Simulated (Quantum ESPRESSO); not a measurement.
**CdS (Hawleyite): Raman and infrared activity**

Wanted: vibrational spectra of CdS (Hawleyite) from linear and non-linear response.

Method: DFT LDA, scalar-relativistic, plane waves, PseudoDojo norm-conserving pseudopotentials, in Quantum ESPRESSO 8.0 development, patched.

## 1. Set-up

Symmetry: F-43m, No. 216, cubic system. The conventional cell has a = 5.833 Å, b = 5.833 Å, c = 5.833 Å, α = 90.00°, β = 90.00°, γ = 90.00°. Nearest to Cd lie 4 S at 2.53 Å. S has 4 Cd at 2.53 Å nearest. Farther neighbours and most contacts between anions are not listed.

Coordinates:

```
CELL_PARAMETERS angstrom
-2.91650 0.00000 2.91650
0.00000 2.91650 2.91650
-2.91650 2.91650 0.00000
ATOMIC_POSITIONS crystal
Cd 0.00000 0.00000 0.00000
S 0.25000 0.25000 0.25000
```

## 2. A probe with smearing

Before anything dear is run, a loose run with smearing shows whether this is a metal and how far the cell is from rest.

File probe.in:

```
&control
   calculation = 'scf'
   prefix = 'x'
   outdir = './tmp'
   pseudo_dir = './pseudo'
   tprnfor = .true.
   tstress = .true.
   verbosity = 'high'
/
&system
   ibrav = 2
   celldm(1) = 11.02277248
   nat = 2
   ntyp = 2
   ecutwfc = 102.0
   occupations = 'smearing'
   smearing = 'gaussian'
   degauss = 0.01
/
&electrons
   conv_thr = 1.0d-07
   mixing_beta = 0.7
   electron_maxstep = 100
/
ATOMIC_SPECIES
 Cd    112.4140  Cd.upf
 S      32.0600  S.upf
ATOMIC_POSITIONS crystal
 Cd     0.000000000   0.000000000   0.000000000
 S      0.250000000   0.250000000   0.250000000
K_POINTS automatic
 6 6 6 0 0 0
```

On the command line:

```sh
OMP_NUM_THREADS=1 mpirun -n 4 pw.x -nk 4 -in probe.in > probe.out
```

Log:

```text
[banners, grids, parts of the stress and lines that vanish by symmetry left out]
Program PWSCF v.8.0dev
     In Cd.upf r*V + 2Z of the local potential adds  1.5E-02 Ry bohr^3 between 6 and 10 bohr.
     Times the mean valence density, that enters the energy per atom
[...]
kinetic-energy cutoff     =     102.0000  Ry
     charge density cutoff     =     408.0000  Ry
     scf convergence threshold =      1.0E-07
[...]
Exchange-correlation= SLA-PW-NOGX-NOGC
                           (   1   4   0   0   0   0   0)
[...]
24 Sym. Ops. (no inversion) found
[...]
(     0          1          0      )
                  (     0          0          1      )
[...]
(  0.0000000  1.0000000  0.0000000 )
                  (  0.0000000  0.0000000  1.0000000 )
[...]
(     1          0         -1      )
[...]
(  0.0000000  1.0000000  0.0000000 )
[...]
(    -1          0          1      )
                  (    -1          0          0      )
[...]
(  0.0000000  0.0000000  1.0000000 )
                  (  0.0000000 -1.0000000  0.0000000 )
[...]
number of k points=    16  Gaussian smearing, width (Ry)=  0.0100
[...]
End of self-consistent calculation
[...]
the Fermi energy is     7.1471 ev
!    total energy              =    -372.77644532 Ry
[...]
convergence has been achieved in   7 iterations
[...]
atom    1 type  1   force =     0.00000000    0.00000000    0.00000000
     atom    2 type  2   force =     0.00000000    0.00000000   -0.00000000
[...]
Total force =     0.000000     Total SCF correction =     0.000000
[...]
total   stress  (Ry/bohr**3)                   (kbar)     P=      -24.20
[...]
XML data file, charge density, pseudopotentials, collected wavefunctions

   JOB DONE.
```

It took 8.6 s on 4 MPI ranks of Intel Xeon at 2.70GHz, shared host.

This step gave:

* volume per atom: 24.81 Å³
* pressure: -2.42 GPa
* gap on the k-mesh: 0.8604 eV

A gap of 0.86 eV opens on this mesh, so the crystal is taken as an insulator; the start stands at -2.4 GPa.

## 3. Relaxation

The relaxation runs at a cutoff a fifth above that of the response, since stress converges more slowly with the basis than frequencies do. Forces and stress are brought to rest with tight thresholds.

File relax.in:

```
&control
   calculation = 'vc-relax'
   prefix = 'x'
   outdir = './tmp'
   pseudo_dir = './pseudo'
   tprnfor = .true.
   tstress = .true.
   forc_conv_thr = 2.0d-05
   etot_conv_thr = 1.0d-07
   nstep = 40
/
&system
   ibrav = 2
   celldm(1) = 11.02277248
   nat = 2
   ntyp = 2
   ecutwfc = 122
   occupations = 'fixed'
   nbnd = 15
/
&electrons
   conv_thr = 1.0d-11
   mixing_beta = 0.7
   electron_maxstep = 100
/
&ions
/
&cell
   press_conv_thr = 0.2
/
ATOMIC_SPECIES
 Cd    112.4140  Cd.upf
 S      32.0600  S.upf
ATOMIC_POSITIONS crystal
 Cd     0.000000000   0.000000000   0.000000000
 S      0.250000000   0.250000000   0.250000000
K_POINTS automatic
 8 8 8 0 0 0
```

On the command line:

```sh
OMP_NUM_THREADS=1 mpirun -n 4 pw.x -nk 4 -in relax.in > relax.out
```

Log:

```text
[banners, grids, parts of the stress and lines that vanish by symmetry left out]
[banner, memory and clock lines left out]
Program PWSCF v.8.0dev

[...]
kinetic-energy cutoff     =     122.0000  Ry
     charge density cutoff     =     488.0000  Ry
     scf convergence threshold =      1.0E-11
[...]
energy convergence thresh.=      1.0E-07
     force convergence thresh. =      2.0E-05
     press convergence thresh. =      2.0E-01
     Exchange-correlation= SLA-PW-NOGX-NOGC
                           (   1   4   0   0   0   0   0)
[...]
24 Sym. Ops. (no inversion) found
[...]
number of k points=    29
[...]
End of self-consistent calculation
[...]
highest occupied, lowest unoccupied level (ev):     6.7030    7.5651
!    total energy              =    -372.77671893 Ry
[...]
convergence has been achieved in  10 iterations
[...]
atom    1 type  1   force =    -0.00000000   -0.00000000   -0.00000000
     atom    2 type  2   force =     0.00000000    0.00000000    0.00000000
     Total force =     0.000000     Total SCF correction =     0.000000
[...]
total   stress  (Ry/bohr**3)                   (kbar)     P=      -23.63
[...]
number of bfgs steps    =   0
[...]
CELL_PARAMETERS (alat= 11.02277248)
[...]
ATOMIC_POSITIONS (crystal)
Cd               0.0000000000       -0.0000000000        0.0000000000
S                0.2500000000        0.2500000000        0.2500000000
[...]
New effective cutoffs (rho, wfc):  490.99  122.97
[...]
End of self-consistent calculation
[...]
highest occupied, lowest unoccupied level (ev):     6.8766    7.7643
!    total energy              =    -372.77726921 Ry
[...]
convergence has been achieved in   7 iterations
[...]
atom    1 type  1   force =     0.00000000    0.00000000    0.00000000
     atom    2 type  2   force =     0.00000000    0.00000000    0.00000000
     Total force =     0.000000     Total SCF correction =     0.000000
[...]
total   stress  (Ry/bohr**3)                   (kbar)     P=      -16.57
[...]
number of bfgs steps    =   1
[...]
CELL_PARAMETERS (alat= 11.02277248)
[...]
ATOMIC_POSITIONS (crystal)
Cd               0.0000000000       -0.0000000000        0.0000000000
S                0.2500000000        0.2500000000        0.2500000000
[...]
New effective cutoffs (rho, wfc):  496.99  124.47
[...]
End of self-consistent calculation
[...]
highest occupied, lowest unoccupied level (ev):     7.1433    8.0693
!    total energy              =    -372.77771331 Ry
[...]
convergence has been achieved in   8 iterations
[...]
atom    1 type  1   force =     0.00000000    0.00000000    0.00000000
     atom    2 type  2   force =     0.00000000    0.00000000   -0.00000000
     Total force =     0.000000     Total SCF correction =     0.000000
[...]
total   stress  (Ry/bohr**3)                   (kbar)     P=       -5.13
[...]
number of bfgs steps    =   2
[...]
CELL_PARAMETERS (alat= 11.02277248)
[...]
ATOMIC_POSITIONS (crystal)
[...]
New effective cutoffs (rho, wfc):  499.66  125.14
[...]
End of self-consistent calculation
[...]
highest occupied, lowest unoccupied level (ev):     7.2632    8.2059
!    total energy              =    -372.77775681 Ry
[...]
convergence has been achieved in   8 iterations
[...]
atom    1 type  1   force =     0.00000000    0.00000000    0.00000000
     atom    2 type  2   force =     0.00000000    0.00000000    0.00000000
     Total force =     0.000000     Total SCF correction =     0.000000
[...]
total   stress  (Ry/bohr**3)                   (kbar)     P=        0.25
[...]
number of bfgs steps    =   3
[...]
CELL_PARAMETERS (alat= 11.02277248)
[...]
ATOMIC_POSITIONS (crystal)
[...]
New effective cutoffs (rho, wfc):  499.54  125.11
[...]
End of self-consistent calculation
[...]
highest occupied, lowest unoccupied level (ev):     7.2576    8.1995
!    total energy              =    -372.77775691 Ry
[...]
convergence has been achieved in   6 iterations
[...]
atom    1 type  1   force =     0.00000000   -0.00000000    0.00000000
     atom    2 type  2   force =    -0.00000000    0.00000000   -0.00000000
     Total force =     0.000000     Total SCF correction =     0.000000
[...]
total   stress  (Ry/bohr**3)                   (kbar)     P=       -0.00
[...]
number of bfgs steps    =   4
[...]
small trust_radius: resetting bfgs history
[...]
CELL_PARAMETERS (alat= 11.02277248)
[...]
ATOMIC_POSITIONS (crystal)
[...]
New effective cutoffs (rho, wfc):  499.54  125.11
[...]
End of self-consistent calculation
[...]
highest occupied, lowest unoccupied level (ev):     7.2576    8.1995
!    total energy              =    -372.77775691 Ry
[...]
convergence has been achieved in   1 iterations
[...]
atom    1 type  1   force =     0.00000000   -0.00000000    0.00000000
     atom    2 type  2   force =    -0.00000000    0.00000000   -0.00000000
     Total force =     0.000000     Total SCF correction =     0.000000
[...]
total   stress  (Ry/bohr**3)                   (kbar)     P=       -0.00
[...]
bfgs converged in   6 scf cycles and   5 bfgs steps
[...]
End of BFGS Geometry Optimization
     Final enthalpy           =    -372.7777569089 Ry
     File ./tmp/x.bfgs deleted, as requested
[...]
CELL_PARAMETERS (alat= 11.02277248)
[...]
ATOMIC_POSITIONS (crystal)
Cd               0.0000000000        0.0000000000       -0.0000000000
S                0.2500000000        0.2500000000        0.2500000000
[...]
Final scf calculation at the relaxed structure.
[...]
kinetic-energy cutoff     =     122.0000  Ry
     charge density cutoff     =     488.0000  Ry
     scf convergence threshold =      1.0E-13
[...]
press convergence thresh. =      2.0E-01
     Exchange-correlation= SLA-PW-NOGX-NOGC
                           (   1   4   0   0   0   0   0)
[...]
24 Sym. Ops. (no inversion) found
[...]
number of k points=    29
[...]
End of self-consistent calculation
[...]
highest occupied, lowest unoccupied level (ev):     7.2576    8.1995
!    total energy              =    -372.77775245 Ry
[...]
convergence has been achieved in  11 iterations
[...]
atom    1 type  1   force =    -0.00000000   -0.00000000    0.00000000
     atom    2 type  2   force =     0.00000000   -0.00000000    0.00000000
     Total force =     0.000000     Total SCF correction =     0.000000
[...]
total   stress  (Ry/bohr**3)                   (kbar)     P=       -0.01
[...]
XML data file, charge density, pseudopotentials, collected wavefunctions
```

Elapsed: 1.7 min, on 4 MPI ranks; 6.9 min of CPU time.

Relaxation path:

```tsv
step	energy less that of the first step (eV)	largest force (eV/Å)	pressure (GPa)	volume (Å³)
1	0.0000	0.0000	-2.36	49.62
2	-0.0075	0.0000	-1.66	49.02
3	-0.0135	0.0000	-0.51	48.14
4	-0.0141	0.0000	0.03	47.75
5	-0.0141	0.0000	0.00	47.77
6	-0.0141	0.0000	0.00	47.77
7	-0.0141	0.0000	0.00	47.77
```

```tsv
conventional cell, symmetrised	before	after	change
a (Å)	5.833	5.760	-1.3 %
b (Å)	5.833	5.760	-1.3 %
c (Å)	5.833	5.760	-1.3 %
volume (Å³/atom)	24.81	23.88	-3.7 %
```

Final coordinates:

```xyz
2
Lattice="-2.8798 0.0000 2.8798 0.0000 2.8798 2.8798 -2.8798 2.8798 0.0000" Properties=species:S:1:pos:R:3 pbc="T T T"
Cd    0.0000    0.0000    0.0000
S    -1.4399    1.4399    1.4399
```

The last row of the table of steps is pw.x's closing run on a basis chosen anew for the final cell, so its energy can jump.

Read from the output:

```yaml
volume_per_atom: 23.88 Å³
pressure: -0.001 GPa
gap_on_the_k_mesh: 0.9419 eV
```

The volume changes by -3.7 % from the cell with which this run began.

## 4. Self-consistent run for the response

The response is built on this ground state, so it is converged far tighter than an energy would need. With a gap, occupations are fixed, which also allows the response to an electric field.

File scf.in:

```
&control
   calculation = 'scf'
   prefix = 'x'
   outdir = './tmp'
   pseudo_dir = './pseudo'
   tprnfor = .true.
   tstress = .true.
/
&system
   ibrav = 2
   celldm(1) = 10.88421517
   nat = 2
   ntyp = 2
   ecutwfc = 102.0
   occupations = 'fixed'
   nbnd = 15
/
&electrons
   conv_thr = 1.0d-12
   mixing_beta = 0.7
   electron_maxstep = 100
/
ATOMIC_SPECIES
 Cd    112.4140  Cd.upf
 S      32.0600  S.upf
ATOMIC_POSITIONS crystal
 Cd     0.000000000   0.000000000   0.000000000
 S      0.250000000   0.250000000   0.250000000
K_POINTS automatic
 8 8 8 0 0 0
```

On the command line:

```sh
OMP_NUM_THREADS=1 mpirun -n 4 pw.x -nk 4 -in scf.in > scf.out
```

Log:

```text
[banners, grids, parts of the stress and lines that vanish by symmetry left out]
[banner, memory and clock lines left out]
Program PWSCF v.8.0dev

[...]
kinetic-energy cutoff     =     102.0000  Ry
     charge density cutoff     =     408.0000  Ry
     scf convergence threshold =      1.0E-12
[...]
Exchange-correlation= SLA-PW-NOGX-NOGC
                           (   1   4   0   0   0   0   0)
[...]
24 Sym. Ops. (no inversion) found
[...]
number of k points=    29
[...]
End of self-consistent calculation
[...]
highest occupied, lowest unoccupied level (ev):     7.2576    8.1995
!    total energy              =    -372.77768875 Ry
[...]
convergence has been achieved in  11 iterations
[...]
atom    1 type  1   force =    -0.00000000   -0.00000000    0.00000000
     atom    2 type  2   force =    -0.00000000    0.00000000   -0.00000000
     Total force =     0.000000     Total SCF correction =     0.000000
[...]
total   stress  (Ry/bohr**3)                   (kbar)     P=       -0.46
[...]
XML data file, charge density, pseudopotentials, collected wavefunctions
```

It took 14 s on 4 MPI ranks.

This step gave:

- pressure: -0.04600 GPa

The cell stands at -0.046 GPa, close enough for phonons.

(Part 1 of 3 ends here.)

[Host names and launcher messages were left out of these logs when they were recorded.]

[Logs are printed without paths, hosts, clocks, repeated set-up lines and the standing remarks that a program may print on its own settings, such as how far it seeks lower states.]

[Hosts, paths, dates, database ids (printed as entryN), source tags and the programs' standing remarks are cut or masked in the printed files.]
